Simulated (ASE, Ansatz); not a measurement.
# Random rutile alloy of IrO2 and SiO2 (96 atoms): a single point

Aim: energy, forces, charges and density of states of random rutile alloy of IrO2 and SiO2 (96 atoms) at a fixed geometry.

Program: Ansatz 0.2.0. Level of theory: Kohn-Sham DFT, PBE, PAW (set soft_2), plane waves. Results are calculated unless marked as measured.

## 1. Starting point

The cell holds 96 atoms: 4 Si, 64 O and 28 Ir. Its edges and angles: a = 8.916 Å, b = 8.916 Å, c = 12.372 Å, α = 90.0°, β = 90.0°, γ = 90.0°. It derives from IrO2 (rutile) and SiO2, repeated 2×2×4. Rutile IrO2, 2 x 2 x 4 conventional cells, 4 of 32 Ir sites given to Si at random (x = 0.125), lattice by Vegard's rule (cell 4.458, 4.458, 3.093, 90, 90, 90); every coordinate displaced by a Gaussian of 0.07 Å.

Before any run, some limits are plain. The host structure and its lattice constant were typed by rule, without a check against the phase diagram. The main run has no spin polarisation, so moments on Ir can't form in it, and no Hubbard term. Spin–orbit coupling is left out, which matters for the levels of the heavy elements.

## 2. Plane-wave single point

One self-consistent run at the given positions yields energy and forces.

The input, input.yaml:

```yaml
crystal:
  lattice:
    - [8.9162, 0.0, 0.0]
    - [0.0, 8.9162, 0.0]
    - [0.0, 0.0, 12.3716]
  atoms:
    - { symbol: Si, position: [0.01657, 0.01663, 0.00273] }
    - { symbol: Si, position: [0.24929, 0.24702, 0.12536] }
    - { symbol: O, position: [0.1463, 0.14474, 0.98925] }
    - { symbol: O, position: [0.33645, 0.357, 0.00565] }
    - { symbol: O, position: [0.105, 0.40729, 0.13182] }
    - { symbol: O, position: [0.40595, 0.0979, 0.12943] }
    - { symbol: Ir, position: [0.0001, 0.00445, 0.25302] }
    - { symbol: Ir, position: [0.25408, 0.2428, 0.36641] }
    - { symbol: O, position: [0.15083, 0.15149, 0.25599] }
    - { symbol: O, position: [0.33491, 0.3357, 0.24608] }
    - { symbol: O, position: [0.08331, 0.39388, 0.37032] }
    - { symbol: O, position: [0.40752, 0.08816, 0.38091] }
    - { symbol: Ir, position: [0.98797, 0.99508, 0.50377] }
    - { symbol: Ir, position: [0.25494, 0.23674, 0.62988] }
    - { symbol: O, position: [0.14067, 0.14003, 0.51059] }
    - { symbol: O, position: [0.34556, 0.36295, 0.51088] }
    - { symbol: O, position: [0.08687, 0.41376, 0.62268] }
    - { symbol: O, position: [0.40055, 0.0956, 0.61901] }
    - { symbol: Ir, position: [0.01091, 0.00862, 0.75081] }
    - { symbol: Ir, position: [0.25759, 0.23093, 0.87324] }
    - { symbol: O, position: [0.15105, 0.15148, 0.74907] }
    - { symbol: O, position: [0.33763, 0.34666, 0.75482] }
    - { symbol: O, position: [0.10323, 0.38844, 0.86688] }
    - { symbol: O, position: [0.40663, 0.08447, 0.88143] }
    - { symbol: Si, position: [0.99559, 0.49099, 0.00089] }
    - { symbol: Ir, position: [0.26255, 0.73516, 0.11778] }
    - { symbol: O, position: [0.15804, 0.66126, 0.00334] }
    - { symbol: O, position: [0.35128, 0.84605, 0.00383] }
    - { symbol: O, position: [0.08546, 0.91282, 0.11896] }
    - { symbol: O, position: [0.41029, 0.60249, 0.12165] }
    - { symbol: Ir, position: [0.01059, 0.50009, 0.25251] }
    - { symbol: Ir, position: [0.24992, 0.74935, 0.38572] }
    - { symbol: O, position: [0.14228, 0.64877, 0.24781] }
    - { symbol: O, position: [0.35174, 0.84694, 0.25194] }
    - { symbol: O, position: [0.09946, 0.89696, 0.36918] }
    - { symbol: O, position: [0.39477, 0.58536, 0.37724] }
    - { symbol: Ir, position: [0.98943, 0.49253, 0.49821] }
    - { symbol: Ir, position: [0.25561, 0.75277, 0.62348] }
    - { symbol: O, position: [0.15291, 0.63672, 0.50411] }
    - { symbol: O, position: [0.35002, 0.85771, 0.48761] }
    - { symbol: O, position: [0.10672, 0.90693, 0.62803] }
    - { symbol: O, position: [0.41886, 0.59443, 0.62934] }
    - { symbol: Ir, position: [0.00849, 0.50778, 0.74888] }
    - { symbol: Ir, position: [0.2484, 0.75488, 0.86795] }
    - { symbol: O, position: [0.1484, 0.65855, 0.74326] }
    - { symbol: O, position: [0.33569, 0.8473, 0.75428] }
    - { symbol: O, position: [0.09857, 0.89155, 0.86088] }
    - { symbol: O, position: [0.41006, 0.59753, 0.88617] }
    - { symbol: Ir, position: [0.49789, 0.99858, 0.99932] }
    - { symbol: Ir, position: [0.75184, 0.25706, 0.13034] }
    - { symbol: O, position: [0.65412, 0.14296, 0.00155] }
    - { symbol: O, position: [0.84446, 0.35026, 0.99094] }
    - { symbol: O, position: [0.58907, 0.40503, 0.12109] }
    - { symbol: O, position: [0.90417, 0.09212, 0.12544] }
    - { symbol: Ir, position: [0.50637, 0.99539, 0.24593] }
    - { symbol: Ir, position: [0.75201, 0.25792, 0.3736] }
    - { symbol: O, position: [0.66624, 0.14325, 0.24753] }
    - { symbol: O, position: [0.84879, 0.33209, 0.24794] }
    - { symbol: O, position: [0.58921, 0.39941, 0.37717] }
    - { symbol: O, position: [0.90057, 0.09109, 0.38288] }
    - { symbol: Ir, position: [0.49752, 0.0194, 0.49481] }
    - { symbol: Ir, position: [0.75057, 0.25314, 0.63414] }
    - { symbol: O, position: [0.64248, 0.14992, 0.49566] }
    - { symbol: O, position: [0.85244, 0.35955, 0.49875] }
    - { symbol: O, position: [0.61146, 0.41156, 0.63017] }
    - { symbol: O, position: [0.88975, 0.09407, 0.622] }
    - { symbol: Ir, position: [0.50761, 0.98714, 0.75118] }
    - { symbol: Ir, position: [0.74033, 0.25397, 0.86867] }
    - { symbol: O, position: [0.6566, 0.14615, 0.74441] }
    - { symbol: O, position: [0.84876, 0.34758, 0.74874] }
    - { symbol: O, position: [0.60943, 0.40312, 0.877] }
    - { symbol: O, position: [0.90682, 0.08881, 0.86882] }
    - { symbol: Ir, position: [0.49441, 0.50596, 0.0055] }
    - { symbol: Ir, position: [0.75752, 0.75785, 0.1274] }
    - { symbol: O, position: [0.66211, 0.66212, 0.99994] }
    - { symbol: O, position: [0.85464, 0.85135, 0.99687] }
    - { symbol: O, position: [0.59037, 0.90578, 0.12367] }
    - { symbol: O, position: [0.90085, 0.5909, 0.1267] }
    [... 12 atom lines left out ...]
    - { symbol: Ir, position: [0.48913, 0.50258, 0.74717] }
    - { symbol: Ir, position: [0.74812, 0.75293, 0.87701] }
    - { symbol: O, position: [0.64952, 0.64526, 0.75955] }
    - { symbol: O, position: [0.84342, 0.84627, 0.74728] }
    - { symbol: O, position: [0.61018, 0.91269, 0.88509] }
    - { symbol: O, position: [0.91461, 0.59924, 0.88126] }
kpoints:
  mp_grid: { grid: [2, 2, 1] }
hamiltonian:
  xc: pbe
scf:
  occupations: { method: gaussian, width: 0.05 }
output:
  forces: true
  stress: true
  populations: true
  dos:
    method: { smearing: { sigma: 0.1 } }
    de: 0.1
    projected: { site_lists: { Ir: [Ir], O: [O], Si: [Si] } }
  eigenvalues: true
  write_density: true
  write_potential: true
  volumetric_format: npy
```

Run with:

```console
$ ansatz run input.yaml --threads 8 --pin off --max-ram 15872MiB --backend cpu --events-out ev --progress --plain --runs-dir out
```

Numbers of over 12 decimals in the logs are rounded to 6 here.

What it wrote:

```text
Engine: ansatz 0.2.0, aarch64-unknown-linux-gnu
Pseudopotentials: kind: paw
Pseudopotential: Si, paw, valence charge 4, recommended cutoff 420 eV (normal), Si.paw.azcp
Pseudopotential: O, paw, valence charge 6, recommended cutoff 420 eV (normal), O.paw.azcp
Pseudopotential: Ir, paw, valence charge 17, recommended cutoff 420 eV (normal), Ir.paw.azcp
Functional definition: PBE
  parameter kappa = 0.804
  parameter beta = 0.066725
  exchange = pbe_x(kappa = kappa, mu = beta*pi^2/3)
  correlation = pbe_c(beta = beta)
Crystal: 96 atoms, lattice volume = 983.525 Å³
Basis set: ecut = 420 eV, 19233 PW (Γ), exchange–correlation on 120×120×180 points (8 copies of the dense FFT grid, shifted against one another)
Bands: 534, of which v1, the nominal top of the filled ones, is band 438 counted from 1 (437 counted from 0)
Symmetry: 1 space group operations
Space group: P1 (ITA 1), of the structure as read, at distance tolerance 9.9e-5 Å
k-points: 4
Non-local potential: Si, projectors of the file, l = 0: 2, l = 1: 2, l = 2: 2
Non-local potential: O, projectors of the file, l = 0: 2, l = 1: 2, l = 2: 1
Non-local potential: Ir, projectors of the file, l = 0: 3, l = 1: 2, l = 2: 2, l = 3: 1
PAW form: soft (Blöchl's): semilocal exchange-correlation on the pseudo side does not see the compensation charge
PAW one-centre angular grid: Si, 110 points (default); XC on 64 Gauss nodes
PAW one-centre angular grid: O, 110 points (default); XC on 64 Gauss nodes
PAW one-centre angular grid: Ir, 590 points (default); XC on 64 Gauss nodes
Initial density: superposition of atomic densities (neutral atoms: chi_scale 0, normalization atom), corrected by the library's trained network
Initial wavefunctions: pseudopotential atomic-orbital guess
Functional: x = pbe(κ = 0.804, μ = 0.219515), c = pbe(β = 0.066725)
SCF iter   1: F=—  HF=-372960.499033 eV  |F-HF|=—  |Δ(HF+E_count)|=         —  Δρ=1.17e-2  dr2=4.54e0  ethr=1.77e-3  ⟨swp⟩=5.0  Hψ=7164  notcnv=0  defer=277
preconditioner: auto → LDOS  [metal: Δε(μ)=0.017 eV  Ē_g=11.859 eV  σ=0.050 eV  W_gap=0.18  n_scr=318 (ndim 8)  ℏωp=30.2 eV  f_vac=0.019  D(μ)=50.73/eV (n_scr^D=488)  β→1.0]
SCF iter   2: F=—  HF=-372960.350503 eV  |F-HF|=—  |Δ(HF+E_count)|=   1.49e-1  Δρ=5.32e-3  dr2=3.89e-1  ethr=5.18e-4  ⟨swp⟩=2.0  Hψ=2491  notcnv=0  defer=324
SCF iter   3: F=—  HF=-372960.337673 eV  |F-HF|=—  |Δ(HF+E_count)|=   1.28e-2  Δρ=1.99e-3  dr2=7.53e-2  ethr=4.44e-5  ⟨swp⟩=2.0  Hψ=3506  notcnv=0  defer=329
SCF iter   4: F=—  HF=-372960.333399 eV  |F-HF|=—  |Δ(HF+E_count)|=   4.27e-3  Δρ=8.28e-4  dr2=1.08e-2  ethr=8.59e-6  ⟨swp⟩=1.5  Hψ=1809  notcnv=0  defer=329
SCF iter   5: F=—  HF=-372960.332925 eV  |F-HF|=—  |Δ(HF+E_count)|=   4.74e-4  Δρ=3.94e-4  dr2=1.84e-3  ethr=1.23e-6  ⟨swp⟩=1.2  Hψ=1808  notcnv=0  defer=329
SCF iter   6: F=—  HF=-372960.332780 eV  |F-HF|=—  |Δ(HF+E_count)|=   1.45e-4  Δρ=1.72e-4  dr2=3.50e-4  ethr=2.10e-7  ⟨swp⟩=2.0  Hψ=2818  notcnv=0  defer=329
SCF iter   7: F=—  HF=-372960.332711 eV  |F-HF|=—  |Δ(HF+E_count)|=   6.85e-5  Δρ=7.48e-5  dr2=5.98e-5  ethr=3.99e-8  ⟨swp⟩=2.0  Hψ=2855  notcnv=0  defer=329
SCF iter   8: F=—  HF=-372960.333285 eV  |F-HF|=—  |Δ(HF+E_count)|=   5.74e-4  Δρ=3.73e-5  dr2=1.46e-5  ethr=6.82e-9  ⟨swp⟩=2.2  Hψ=3051  notcnv=0  defer=329
SCF iter   9: F=—  HF=-372960.333284 eV  |F-HF|=—  |Δ(HF+E_count)|=   8.99e-7  Δρ=1.95e-5  dr2=4.17e-6  ethr=1.66e-9  ⟨swp⟩=2.0  Hψ=2853  notcnv=0  defer=329
SCF iter  10: F=—  HF=-372960.333284 eV  |F-HF|=—  |Δ(HF+E_count)|=   3.25e-7  Δρ=9.75e-6  dr2=1.02e-6  ethr=4.76e-10  ⟨swp⟩=2.0  Hψ=2882  notcnv=0  defer=329
SCF iter  11: F=—  HF=-372960.333284 eV  |F-HF|=—  |Δ(HF+E_count)|=   6.23e-8  Δρ=4.54e-6  dr2=2.40e-7  ethr=1.17e-10  ⟨swp⟩=2.0  Hψ=2908  notcnv=0  defer=329
SCF iter  12: F=-372960.333284 eV  HF=-372960.333284 eV  |F-HF|=2.62e-8  |Δ(HF+E_count)|=   2.01e-8  Δρ=1.79e-6  dr2=3.39e-8  ethr=1.14e-11  ⟨swp⟩=14.2  Hψ=14781  notcnv=0
SCF 1 converged in 12 iterations: F = -372960.333284 eV  dr2 = 3.39e-8
  greatest PAW one-centre occupation: 1.000 electrons in one spin orbital (limit 2), on the Ir atom at site 60 (counted from 0), in its partial waves of l = 0
SCF converged after 12 iterations
Free energy (F): -372960.333284 eV
Harris-Foulkes:  -372960.333284 eV  (|F-HF|=2.62e-8)
Internal energy: -372960.264594 eV  (E = F + TS)
E sigma→0 (E₀):  -372960.298939 eV
Entropy (-TS):   -0.068690 eV (-0.716 meV/atom)
Fermi energy:    14.560516 eV
--- Per-component energies (eV) ---
  E_band       = -6214.212906
  E_kinetic    = 28901.759705
  E_local      = -70063.119726  (includes V_loc(G=0)·N_el)
  E_nonlocal   = 5244.064460
  E_hartree    = 26530.934280
  E_xc         = -12400.066184
  E_vxc        = -14559.085900  (∫ρ·V_xc dr)
  E_paw        = -270440.431994  (= ΣΔE_a)
  E_vpaw       = -8799.861072  (= ΣTr[D̂ρ^β])
  E_aug_tail   = 0.159626  (compensation charges beyond the density's cutoff)
  E_ewald      = -80733.564761
  E_smearing   = -0.068690  (= −TS)
  E_closure    = 0.000000  (closes the sum)
  Σ components = -372960.333284   (vs F -372960.333284, Δ=0.00e0)
--- Forces (eV/Å), atoms counted from 1 ---
  atom   1  Si    -3.44472694    -2.82603242     0.83896319
  atom   2  Si     0.73592069     1.08505364     0.21092589
  atom   3  O      0.51303523     0.12308678     3.64977279
  atom   4  O     -1.64995260    -3.01012653     1.21260920
  atom   5  O      1.04009407    -2.16888923    -3.97036870
  atom   6  O     -2.71380088     2.11628851    -2.11320269
  atom   7  Ir    -0.62345314    -2.24699208    -0.94399986
  atom   8  Ir    -1.91314107     0.37435282     8.41080710
  atom   9  O      0.26874504     0.26225969    -4.63879633
  atom  10  O      1.30605475     1.14189341    -3.44972908
  atom  11  O      2.18710201    -1.59540107     1.75476471
  atom  12  O     -3.22809329     3.53184025    -6.70351546
  atom  13  Ir     2.00354724    -1.71067876    -0.62352188
  atom  14  Ir    -3.31233777     4.94059096    -2.30093973
[...]
atom  95  O     -0.52052958    -0.60308392    -2.58046173
  atom  96  O      0.58918128    -0.91060768     1.19663644
  max |Σ_I F_I| component: 4.93e-5 eV/Å
--- Stress (GPa, compression-positive) ---
       18.844206       0.702776       0.954817
        0.702777      18.388225      -1.412766
        0.954816      -1.412766      23.065654
  P = ⅓ Tr σ = 20.0994 GPa (200.994 kbar)
--- Band table (eV) ---
  k-point 0: bands = ["-79.5066", "-79.4715", "-79.1392", "-79.0411", [... 518 levels ...], "22.0988", "22.2385", "22.4172", "22.4757", "22.5825", "22.6665", "22.8403", "22.8839", "22.9495", "22.9960", "23.1050", "23.2014"]
[...]
--- Löwdin populations: 96 sites ---
  site symbol       q [e]
     0     Si      2.5363
     1     Si      2.6065
     2      O      6.6868
[...]
95      O      6.6981
  spilling = 0.004818 (of n_electrons = 876.000000)
```

It took 56 s on 8 threads of Arm Neoverse V2, shared host; peak memory 8 GiB; 7.2 min of CPU time.

The column dr2 measures how far the density is from self-consistency, as an energy; F and HF (Harris–Foulkes) agree once it is small.

Read from the output:

| Property | Result |
| --- | --- |
| free energy | -372960.3333 eV |
| free energy per atom | -3885.0035 eV/atom |
| SCF cycles | 12 |
| pressure | 20.1 GPa |
| r.m.s. force component | 2.57 eV/Å |
| longest force | 9.736 eV/Å |
| Fermi energy | 14.56 eV |
| levels partly filled by over 2 per cent | 16 |
| spilling of the projection | 0.004818 |

Length of the force by element:

```
element  coordination  atoms  mean length of the force (eV/Å)  spread  least  most
     Ir           all     28                             5.52    2.32   1.49  9.74
      O           all     64                             3.29    1.64  0.239  8.63
     Si           all      4                             2.51    1.48  0.867  4.53
```

Löwdin charges by element (they lack the spilled electrons, 0.044 e an atom on average):

```
element  coordination  atoms  mean charge (e)  spread   least    most
     Ir           all     28             1.43  0.0694    1.28    1.58
      O           all     64           -0.648  0.0387  -0.730  -0.545
     Si           all      4             1.43  0.0441    1.38    1.48
```

States in the cell by windows of 1 eV, zero at the Fermi level; the larger projections on atomic orbitals stand beside the total:

```
from (eV)  to (eV)  total   O p  Ir d
      -10       -9   36.1  21.9  11.0
       -9       -8   63.1  39.0  20.4
       -8       -7   51.2  33.5  14.3
       -7       -6   55.8  39.4  12.7
       -6       -5   61.8  45.3  13.8
       -5       -4   56.6  44.5  10.1
       -4       -3   42.3  35.3   5.9
       -3       -2   35.4  12.0  22.2
       -2       -1   68.5  16.8  49.3
       -1        0   42.5  16.0  25.2
        0        1   28.3  11.9  15.6
        1        2   17.5   3.4  10.3
        2        3   34.7   9.6  18.8
        3        4   33.2  12.1  16.3
        4        5   28.6  11.5  12.9
```

Between -26 and -10 eV lie 138 more states.

About 225 of the 876 electrons lie in deeper levels, below the stored range.

The levels nearest the highest filled one (over half full), pooled over k-points and spins:

```
level less the highest filled one (eV)  occupation
                               -0.0477        1.82
                               -0.0464        1.81
                               -0.0458        1.81
                               -0.0163        1.36
                               -0.0066        1.15
                                     0        1.00
                                0.0083       0.818
                                0.0092       0.797
                                0.0256       0.472
                                  0.03       0.399
                                0.0303       0.395
                                 0.053       0.135
```

Electrostatic potential energy in the ab plane at fractional z = 0.001, with atoms of Si and O and Ir within 0.2 Å of it. With pseudopotentials it is smooth inside the atoms' cores, unlike the true potential.

Ten even steps from '0' (-48 eV) to '9' (19 eV), each cell a mean:
```
1258999998400027999999973
6689999987632258999987787
8899999733577789999942379
9999999511489999999831279
9999999733799999999854589
9999999888999999989998999
9985478999999997458999999
9962148999999994125999999
9963248999988884236999999
7887689999754467679999987
2579999998510038999999863
0268999998300027999999730
0268999998400038999999730
3579999866642468999987763
7899999423787889999842477
9999998412799999999721389
9999999645999999999854699
9999999999999999999998999
9997789999999998779999999
9963369999999994237999999
8841259999998883127999998
4554489999865575458999986
0157899998620037899999862
0037999998400017999999851
```
Columns run along a (8.9 Å; values clipped at the 3rd and 97th percentile), rows up along b (8.9 Å). Atoms in or near the plane, at fractional coordinates: Si at (0.02, 0.02), O at (0.15, 0.14), O at (0.34, 0.36), Si at (0.00, 0.49), O at (0.16, 0.66), O at (0.35, 0.85), Ir at (0.50, 0.00), O at (0.65, 0.14), O at (0.84, 0.35), Ir at (0.49, 0.51), O at (0.66, 0.66), O at (0.85, 0.85).

(Continued in part 2 of 2.)

[Logs are printed without paths, hosts, clocks, repeated set-up lines and the standing remarks that a program may print on its own settings, such as how far it seeks lower states.]

[Hosts, paths, dates, database ids (printed as entryN), source tags and the programs' standing remarks are cut or masked in the printed files.]
